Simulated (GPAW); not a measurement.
# A GW chain in GPAW: AlGaN2 (P-4m2)

Wanted: ground state, empty states, screening and self-energy for AlGaN2 (P-4m2).

Program: GPAW 26.7.0. Level of theory: LDA and many-body steps on it, plane waves. Results are calculated unless marked as measured.

### Step 1. Starting point

It takes space group P-4m2 (No. 115, tetragonal). Conventional cell: a = 3.141 Å, b = 3.141 Å, c = 4.424 Å, α = 90.00°, β = 90.00°, γ = 90.00°. Nearest to Al lie 4 N at 1.89 Å. Ga has 4 N at 1.95 Å nearest. Nearest to N lie 2 Al at 1.89 Å and 2 Ga at 1.95 Å. Farther neighbours and most contacts between anions are not listed.

The cell and positions are those that the Materials Project relaxed with its own functionals (PBE, PBE+U or r2SCAN), kept fixed.

### Step 2. Ground state

This step: GPAW 26.7.0; DFT, LDA, plane waves, PAW.

The ground-state density comes first.

Contents of run.py:

```python
import json
import numpy as np
from gpaw.mpi import world
from ase import Atoms
from gpaw import GPAW, PW, FermiDirac

atoms = Atoms(['Al', 'Ga', 'N', 'N'],
    cell=[[3.1408770487, 0.0000000000, 0.0000000000],
      [0.0000000000, 3.1408770487, 0.0000000000],
      [0.0000000000, 0.0000000000, 4.4238379400]],
    scaled_positions=[[0.5000000000, 0.5000000000, 0.5000000000],
      [0.0000000000, 0.0000000000, 0.0000000000],
      [0.5000000000, 0.0000000000, 0.7382648100],
      [0.0000000000, 0.5000000000, 0.2617351900]],
    pbc=(True, True, True))
calc = GPAW(mode=PW(600),
    xc='LDA',
    kpts={'size': (8, 8, 6), 'gamma': True},
    occupations=FermiDirac(0.001),
    nbands=-8,
    convergence={'density': 1e-6, 'bands': -3},
    maxiter=100,
    txt='gs.txt')
atoms.calc = calc
res = {'energy': atoms.get_potential_energy()}
kpts = calc.get_ibz_k_points()
res['kpts'] = kpts
res['eigenvalues'] = [calc.get_eigenvalues(kpt=k) for k in range(len(kpts))]
res['n_electrons'] = calc.get_number_of_electrons()
calc.write('gs.gpw')

if world.rank == 0:
    with open('result.json', 'w') as f:
        json.dump(res, f, default=lambda x: x.tolist())
```

The run is started by

```bash
$ mpirun -n 4 gpaw python run.py
```

Numbers of over 12 decimals in the logs are rounded to 6 here.

The log of the run:

```text
__  _  _
 | _ |_)|_||  |
 |__||  | ||/\| - 26.7.0

Input parameters:
  mode=PW(ecut=600.0),
  convergence={'density': 1e-06, 'bands': -3},
  kpts=MonkhorstPack(size=(8, 8, 6), gamma=True),
  maxiter=100,
  nbands=-8,
  occupations=Occupations(name='fermi-dirac', width=0.001, fixmagmom=False),
  xc=XC(name='LDA')
  [... matrices ...]
Diagonalizing LCAO Hamiltonian
Converting LCAO to pw mode
   .-------.
  /|       |
 * |       |
 | | N     |
 | |  Al   |
 |N.-------.
 |/       /
 Ga------*

Atoms  # Å, Bohr magnetons
|   | symbol |        x |        y |        z |    initial magnetic moments |
| 0 |     Al | 1.570439 | 1.570439 | 2.211919 | ( 0.0000,  0.0000,  0.0000) |
| 1 |     Ga | 0.000000 | 0.000000 | 0.000000 | ( 0.0000,  0.0000,  0.0000) |
| 2 |      N | 1.570439 | 0.000000 | 3.265964 | ( 0.0000,  0.0000,  0.0000) |
| 3 |      N | 0.000000 | 1.570439 | 1.157874 | ( 0.0000,  0.0000,  0.0000) |

Unit cell  # Å
| periodic |        x |        y |        z |  lengths |    angles |
|      yes | 3.140877 | 0.000000 | 0.000000 | 3.140877 | 90.000000 |
|      yes | 0.000000 | 3.140877 | 0.000000 | 3.140877 | 90.000000 |
|      yes | 0.000000 | 0.000000 | 4.423838 | 4.423838 | 90.000000 |

Number of symmetries: 8
Symmetry operations  # r_c * U_cc + t_c -> r_c
|   | kind |            matrix            |
| 0 |  E   |  1, 0, 0,  0, 1, 0,  0, 0, 1 |
| 1 |  σ   |  1, 0, 0,  0,-1, 0,  0, 0, 1 |
| 2 |  C2  |  0, 1, 0,  1, 0, 0,  0, 0,-1 |
| 3 |  S4  |  0, 1, 0, -1, 0, 0,  0, 0,-1 |
| 4 |  S4  |  0,-1, 0,  1, 0, 0,  0, 0,-1 |
| 5 |  C2  |  0,-1, 0, -1, 0, 0,  0, 0,-1 |
| 6 |  σ   | -1, 0, 0,  0, 1, 0,  0, 0, 1 |
| 7 |  C2  | -1, 0, 0,  0,-1, 0,  0, 0, 1 |

BZ-sampling:
  Number of BZ points: 384
  Number of IBZ points: 60

  Monkhorst-Pack size: [8, 8, 6]
  Monkhorst-Pack shift: [0.0625, 0.0625, 0.083333]

K-points  # in reciprocal-cell coordinates
|     |                                coordinates |     weight |
|   0 | (  0.00000000,   0.00000000,   0.00000000) | 0.00260417 |
|   1 | (  0.00000000,   0.00000000,   0.16666667) | 0.00520833 |
|   2 | (  0.00000000,   0.00000000,   0.33333333) | 0.00520833 |
|   3 | (  0.00000000,   0.00000000,   0.50000000) | 0.00260417 |
|   4 | (  0.12500000,   0.00000000,   0.00000000) | 0.01041667 |
|   5 | (  0.12500000,   0.00000000,   0.16666667) | 0.02083333 |
|   6 | (  0.12500000,   0.00000000,   0.33333333) | 0.02083333 |
|   7 | (  0.12500000,   0.00000000,   0.50000000) | 0.01041667 |
|   8 | (  0.12500000,   0.12500000,   0.00000000) | 0.01041667 |
|   9 | (  0.12500000,   0.12500000,   0.16666667) | 0.02083333 |
| ... |                                            |            |
|  59 | (  0.50000000,   0.50000000,   0.50000000) | 0.00260417 |

Plane wave coefficients: 1482
Cutoff: 600.0 eV

Spin-components: 1 (collinear spins)
Bands:           16
Projectors:      20
Spin-degeneracy: 2
Datatype:        complex128

  Storage: CPU
  Wave functions: 22_502_400 bytes (5_625_600 per core)
  Projectors: 39_379_200 bytes (9_844_800 per core)
  [... matrices ...]
Parallelization:
  kpt:    4
  domain: 1
  band:   1

Density:
  Valence electrons: 16.0
  Components: 1
  Grid points: [18 18 25]
  Charge: 0.0  # |e|

Potential:
  Grid points: [18 18 25]

species:
  Al:
    name:    Aluminium
    Z:       13.0
    valence: 3
    core:    10
    charge:  0.0  # [|e|]
    compensation charges:
      type: gauss
      rc: 0.34  # [Å]
      lmax: 2
    cutoffs:
      filter: 1.91  # [Å]
      core: 2.36  # [Å]
    projectors
    | kind |    occ | energy [eV] | rcut [Å] |
    |   3s |  2.000 |      -7.830 |    1.085 |
    |   3p |  1.000 |      -2.783 |    1.085 |
    |    s |        |      19.382 |    1.085 |
    |    p |        |      24.428 |    1.085 |
    |    d |        |       0.000 |    1.085 |

    Using partial waves for Al as LCAO basis

  Ga:
    name:    Gallium
    Z:       31.0
    valence: 3
    core:    28
    charge:  0.0  # [|e|]
    compensation charges:
      type: gauss
      rc: 0.37  # [Å]
      lmax: 2
    cutoffs:
      filter: 2.06  # [Å]
      core: 4.17  # [Å]
    projectors
    | kind |    occ | energy [eV] | rcut [Å] |
    |   4s |  2.000 |      -9.167 |    1.164 |
    |   4p |  1.000 |      -2.734 |    1.164 |
    |    s |        |      18.045 |    1.164 |
    |    p |        |      24.478 |    1.164 |
    |    d |        |       0.000 |    1.164 |

    Using partial waves for Ga as LCAO basis

  N:
    name:    Nitrogen
    Z:       7.0
    valence: 5
    core:    2
    charge:  0.0  # [|e|]
    compensation charges:
      type: gauss
      rc: 0.18  # [Å]
      lmax: 2
    cutoffs:
      filter: 1.11  # [Å]
      core: 0.96  # [Å]
    projectors
    | kind |    occ | energy [eV] | rcut [Å] |
    |   2s |  2.000 |     -18.420 |    0.603 |
    |   2p |  3.000 |      -7.237 |    0.529 |
    |    s |        |       8.791 |    0.603 |
    |    p |        |      19.974 |    0.529 |
    |    d |        |       0.000 |    0.577 |

    Using partial waves for N as LCAO basis

Reference energy: -62328.226297  # eV

eigensolver:
  PPCG
  Converge bands: -3
  niter=2

density mixing:
  MSR1-Mixer
  Pratt-step length: 0.05
  Maximum mixing coefficient: 0.75
  Old densities: 10
  SVD Regularization: 0.005
  Good broyden scale: 1.0
  Trust region scale: 1.0
  Backstep threshold: 4.0
  History deletion threshold: 6.0
  Fourier metric: weight=20.0, sigma=0.015

occupation numbers:
  Fermi-Dirac:
    width: 0.0010  # eV

poisson solver:
  ecut: 4800.0  # eV

xc functional:
  name: None

Initialization done in: 0.851 s

convergence criteria:
- Maximum integral of absolute [dens]ity change: 1e-06 electrons / valence electron
- Maximum [total energy] change in last 3 cyles: 0.0005 eV / valence electron
- Maximum integral of absolute [eigenst]ate change: 4e-08 eV^2 / valence electron
maximum number of iterations: 100

SCF iterations
|iter     |     time |      energy | eigst |  dens |
|iter:   1|  |  -33.870899 | +0.75 |       |
|iter:   2|  |  -32.849689 | -0.53 | -0.56 |
|iter:   3|  |  -29.948444 | -0.33 | -0.62 |
|iter:   4|  |  -29.918326 | -2.40 | -1.28 |
|iter:   5|  |  -29.910320 | -3.07 | -1.57 |
|iter:   6|  |  -29.910350 | -4.49 | -2.74 |
|iter:   7|  |  -29.910360c| -5.47 | -3.10 |
|iter:   8|  |  -29.910360c| -6.31 | -3.95 |
|iter:   9|  |  -29.910360c| -7.17 | -4.74 |
|iter:  10|  |  -29.910360c| -7.88c| -5.56 |
|iter:  11|  |  -29.910360c| -8.49c| -6.17c|

Converged in 11 steps
SCF loop duration: 4.144 s (0.377 s/step)
Energy contributions relative to reference atoms: (reference = -62328.226297)
  [... matrices ...]
Energy contributions:
  Kinetic:          49.564526
  Coulomb:         -43.015328
  Zero:              0.028933
  External:          0.000000
  Xc:              -36.488491
  Entropy:          -0.000000
  Spinorbit:         0.000000
  ----------------------------
  Free energy:     -29.910360
  Extrapolated:    -29.910360

dipole moment: (-15.755731, -15.755731, -11.224096)  # |e|*Ang

Fermi level: 5.930
Eigenvalues  # (at kpt = [0.000, 0.000, 0.000])
| band index |      eig [eV] | occ [0-2] |
|          0 |        -9.440 |     2.000 |
|          1 |        -6.468 |     2.000 |
|          2 |         0.282 |     2.000 |
|          3 |         3.600 |     2.000 |
|          4 |         3.600 |     2.000 |
|          5 |         5.689 |     2.000 |
|          6 |         5.908 |     2.000 |
|          7 |         5.908 |     2.000 |
|          8 |         8.840 |     0.000 |
|          9 |         9.436 |     0.000 |
|         10 |        13.409 |     0.000 |
|         11 |        17.042 |     0.000 |
|         12 |        17.042 |     0.000 |
|         13 |        17.156 |     0.000 |
|         14 |        18.542 |     0.000 |
|         15 |        20.649 |     0.000 |

Gap: 2.933 eV
Transition (v -> c):
  (s=0, k=0, n=7, [0.00, 0.00, 0.00]) -> (s=0, k=0, n=8, [0.00, 0.00, 0.00])
No difference between direct/indirect transitions
# Writing to gs.gpw (mode='')
  [... matrices ...]
```

Wall time 6.4 s (4 MPI ranks of Arm Neoverse V2, shared host); peak memory 0.65 GiB.

Numbers from this step:

- total energy: -29.91 eV
- gap: 2.933 eV
- k of the valence top: 0, 0, 0
- k of the conduction bottom: 0, 0, 0
- least direct gap: 2.933 eV

The gap is direct, at Γ.

### Step 3. Empty states on the mesh, 4×4×4 mesh, 109 bands

The sums over transitions need many empty states on a uniform mesh; this step solves for them.

Contents of run.py:

```python
import json
import numpy as np
from gpaw.mpi import world
from gpaw import GPAW

calc = GPAW('gs.gpw').fixed_density(kpts={'size': (4, 4, 4), 'gamma': True},
    parallel={'domain': 1, 'band': 1},
    txt='nscf.txt')
calc.diagonalize_full_hamiltonian(nbands=109)
calc.write('full.gpw', mode='all')
res = {}
kpts = calc.get_ibz_k_points()
res['kpts'] = kpts
res['eigenvalues'] = [calc.get_eigenvalues(kpt=k) for k in range(len(kpts))]
res['n_electrons'] = calc.get_number_of_electrons()

if world.rank == 0:
    with open('result.json', 'w') as f:
        json.dump(res, f, default=lambda x: x.tolist())
```

The run is started by

```bash
$ mpirun -n 4 gpaw python run.py
```

The log of the run:

```text
Diagonalizing LCAO Hamiltonian
Converting LCAO to pw mode
convergence criteria:
- Maximum integral of absolute [eigenst]ate change: 4e-08 eV^2 / valence electron
maximum number of iterations: 100

SCF iterations
|iter     |     time |      energy | eigst |  dens |
|iter:   1|  |             | +0.86 |       |
|iter:   2|  |             | -0.57 |       |
|iter:   3|  |             | -1.44 |       |
[...]
|iter:  10|  |             | -6.43 |       |
|iter:  11|  |             | -6.72 |       |
|iter:  12|  |             | -7.48c|       |
SCF steps: 12
  __  _  _
 | _ |_)|_||  |
 |__||  | ||/\| - 26.7.0

Input parameters:
  mode=PW(ecut=600.0),
  convergence={'density': 1e-06, 'bands': -3},
  gpts=array([18, 18, 25]),
  kpts=MonkhorstPack(size=(4, 4, 4), gamma=True),
  maxiter=100,
  nbands=16,
  occupations=Occupations(name='fermi-dirac', width=0.001, fixmagmom=False),
  parallel={'domain': 1, 'band': 1},
  xc=XC(name='LDA')
Matrix size: 1465x1465
# Writing to full.gpw (mode='all')
  [... matrices ...]

timing:  # [seconds]
  Total: 12.573  # ━━━━━━━━━━━━━━━━━━━━━━━━━━━━━━━━━━━━━━━━━━━━━━━━━━━━━━━━━━
```

Wall time 16 s (4 MPI ranks); peak memory 1.3 GiB.

This step gave:

```yaml
gap: 2.933 eV
k_of_the_valence_top: 0, 0, 0
k_of_the_conduction_bottom: 0, 0, 0
least_direct_gap: 2.933 eV
k_points_computed: 18
lowest_point_of_the_top_converged_band_above_the_valence_top: 87.9876 eV
```

On this mesh the gap is 2.933 eV.

### Step 4. Screening and self-energy, 4×4×4 mesh, 99 bands, screening to 100 eV

Now the one-shot GW correction: screening in the RPA, then the self-energy of the levels asked for.

This step: G0W0 on LDA, plane waves, PAW.

Contents of run.py:

```python
import json
import numpy as np
from gpaw.mpi import world
from gpaw.response.g0w0 import G0W0

gw = G0W0('full.gpw',
    filename='gw',
    kpts=[0],
    bands=(6, 10),
    ecut=100,
    nbands=99,
    integrate_gamma='WS',
    ppa=True)
gw.calculate()
res = {mode: {k: v for k, v in r.items() if k != 'sigma_eskwn'}
       for mode, r in gw.all_results.items()}

if world.rank == 0:
    with open('result.json', 'w') as f:
        json.dump(res, f, default=lambda x: x.tolist())
```

The run is started by

```bash
$ mpirun -n 4 gpaw python run.py
```

The log of the run:

```text
Using integrator: PointIntegrator
FrequencyGridDescriptor(from 0.000+0.000j to 0.000+27.211j eV, 2 points)
Nonperiodic BCs:  [False False False]
Using integrator: PointIntegrator
FrequencyGridDescriptor(from 0.000+0.000j to 0.000+27.211j eV, 2 points)
Nonperiodic BCs:  [False False False]
  ___  _ _ _
 |   || | | |
 | | || | | |
 |__ ||_____|
 |___|

BZ k-points: Symmetries present (total): 8

  [... matrices ...]
64 k-points: 4 x 4 x 4 Monkhorst-Pack grid + [1/8,1/8,1/8]
18 k-points in the irreducible part of the Brillouin zone
       k-points in crystal coordinates                weights
   0:     0.00000000    0.00000000    0.00000000          1/64
   1:     0.00000000    0.00000000    0.25000000          2/64
   2:     0.00000000    0.00000000    0.50000000          1/64
   3:     0.25000000    0.00000000    0.00000000          4/64
   4:     0.25000000    0.00000000    0.25000000          8/64
   5:     0.25000000    0.00000000    0.50000000          4/64
   6:     0.25000000    0.25000000    0.00000000          4/64
   7:     0.25000000    0.25000000    0.25000000          8/64
   8:     0.25000000    0.25000000    0.50000000          4/64
   9:     0.50000000    0.00000000    0.00000000          2/64
          ...
  17:     0.50000000    0.50000000    0.50000000          1/64

Distributing spins, k-points and bands (1 x 1 x 4) over 4 processes
Number of blocks: 1

Quasi particle states:
k-points (IBZ indices): [0]
Band range: (6, 10)
  [... matrices ...]
Computational parameters:
Plane wave cut-off: 100 eV
Number of bands: 99
Coulomb cutoff: None
Broadening: 0.1 eV

fxc modes: GW
Kernel: RPA
Using Godby-Needs plasmon-pole approximation:
  Fitting energy: i*E0, E0 = 1.000 Hartree
Summing all q:

Calculating screened Coulomb potential
No Coulomb truncation
FrequencyGridDescriptor(from 0.000+0.000j to 0.000+27.211j eV, 2 points)
Removing empty qpoint cache files...

Calculating chi0 body with:
    Ground state adapter containing:
    Number of spins: 1
    Number of kpoints: 64
    Number of irreducible kpoints: 18
    Number of completely occupied states: 8
    Number of partially occupied states: 8
    Occupied states memory: 0.98876953125 M / cpu

    Linear response parametrization:
    q_c: [0.0, 0.0, 0.0]
    Number of frequency points: 2
    Planewave cutoff: 100.0
    Number of bands: 99
    Number of planewaves: 107
    Broadening (eta): 1e-06
    comm.size: 4
    kncomm.size: 4
    blockcomm.size: 1

    Memory estimate of potentially large arrays:
        chi0_wGG: 0.349396 M / cpu
Integrating chi0 body.

Symmetries of q_c:
    Direct symmetries (Uq -> q): 8
    Indirect symmetries (TUq -> q): 8
In total 16 allowed symmetries.

  [... matrices ...]
18 groups of equivalent kpoints. 71.875% reduction.

Integral kind: response function
Integrating chi0 head and wings.

Symmetries of q_c:
    Direct symmetries (Uq -> q): 8
    Indirect symmetries (TUq -> q): 8
In total 16 allowed symmetries.

  [... matrices ...]
18 groups of equivalent kpoints. 71.875% reduction.

Integral kind: response function wings

Calculating chi0 body with:
    Ground state adapter containing:
    Number of spins: 1
    Number of kpoints: 64
    Number of irreducible kpoints: 18
    Number of completely occupied states: 8
    Number of partially occupied states: 8
    Occupied states memory: 0.98876953125 M / cpu

    Linear response parametrization:
[... the further q-points ...]

Results:
f:      Occupation numbers
eps:     KS-eigenvalues [eV]
vxc:     KS vxc [eV]
exx:     Exact exchange [eV]
sigma:   Self-energies [eV]
dsigma:  Self-energy derivatives
Z:       Renormalization factors
qp:      QP-energies [eV]

k-point 0 (0): (0.000, 0.000, 0.000)                GW
band       f     eps     vxc     exx   sigma  dsigma       Z      qp
                                                                   GW
   6   1.000   5.908 -18.510 -21.993   3.071  -0.268   0.789   5.583
   7   1.000   5.908 -18.510 -21.992   3.071  -0.268   0.789   5.583
   8   0.000   8.840 -15.637 -10.895  -3.347  -0.223   0.817   9.980
   9   0.000   9.436 -12.551  -7.924  -3.711  -0.202   0.832  10.198
```

Wall time 22 s (4 MPI ranks); peak memory 1.1 GiB.

This step gave:

| Property | Result |
| --- | --- |
| G0W0 gap on the points computed | 4.397 eV |
| least direct G0W0 gap on the computed points | 4.397 eV |
| Z at the valence top | 0.7886 |
| Z at the conduction bottom | 0.8175 |
| starting gap on the mesh | 2.933 eV |
| k of the valence top | 0, 0, 0 |
| k of the conduction bottom | 0, 0, 0 |

The gap on the mesh goes from 2.93 eV to 4.40 eV, a correction of +1.46 eV.

Limits: finite bands, cutoff and mesh; no spin-orbit coupling; coarse k mesh. v1 is the top filled band, c1 the lowest empty one. Levels before and after the correction, in eV, zero at the valence-band top of each column:

|  | conduction bottom | valence top |
| --- | --- | --- |
| Kohn-Sham | 2.93 | 0.00 |
| G0W0 | 4.40 | 0.00 |

|  | level | energy (eV) |
| --- | --- | --- |
| Kohn-Sham | Γ v2-v1 | 0.000 |
| Kohn-Sham | Γ c1 | 2.933 |
| Kohn-Sham | Γ c2 | 3.529 |
| G0W0 | Γ v2-v1 | 0.000 |
| G0W0 | Γ c1 | 4.397 |
| G0W0 | Γ c2 | 4.615 |

### Step 5. Where the time went

Times are wall times on 4 MPI ranks of Arm Neoverse V2, shared host, good to a factor of about two.

| step | time | share | memory (GiB) |
| --- | --- | --- | --- |
| ground state | 6.4 s | 14 % | 0.65 |
| empty states on the mesh | 16 s | 36 % | 1.3 |
| screening and self-energy | 22 s | 49 % | 1.1 |

### Step 6. Outcome

| Property | Result |
| --- | --- |
| LDA gap | 2.93 eV, direct |
| G0W0 gap on the mesh | 4.40 eV |
| GW settings | 4×4×4 mesh, 99 bands, screening to 100 eV, Godby-Needs plasmon pole |
| known limits | not at the basis limit; no spin-orbit coupling; coarse k mesh |

G0W0 moves the gap on the mesh from 2.93 eV to 4.40 eV (+1.46 eV), with Z of 0.79 and 0.82 at the edges. Only 1 of the mesh's irreducible points was corrected, so a valley elsewhere could overtake. Bands and cutoff are finite, so the gap is not at the basis limit. The miss can reach some tenths of an eV and take either sign; the mesh is an error of its own. These stock PAW sets were not made for GW; the filled d or f shell of Ga lies in the frozen core, which bears on start and correction. In the G0W0 run levels were corrected at 1 k point alone, so a gap called «on the mesh» is the least over those, and an edge elsewhere would be missed. The 4×4×4 mesh is coarse for this cell, which bears on the long-range parts of exchange and screening. The many-body steps are scalar-relativistic: spin-orbit coupling is not in them.

[Paths, hosts, dates, memory and timing lines, banners, echoed tables and standing remarks are left out of the program output.]

[Logs are printed without paths, hosts, clocks, repeated set-up lines and the standing remarks that a program may print on its own settings, such as how far it seeks lower states.]

[Runs of the session that timed out or met a known fault of the program may be left out.]

[Hosts, paths, dates, database ids (printed as entryN), source tags and the programs' standing remarks are cut or masked in the printed files.]
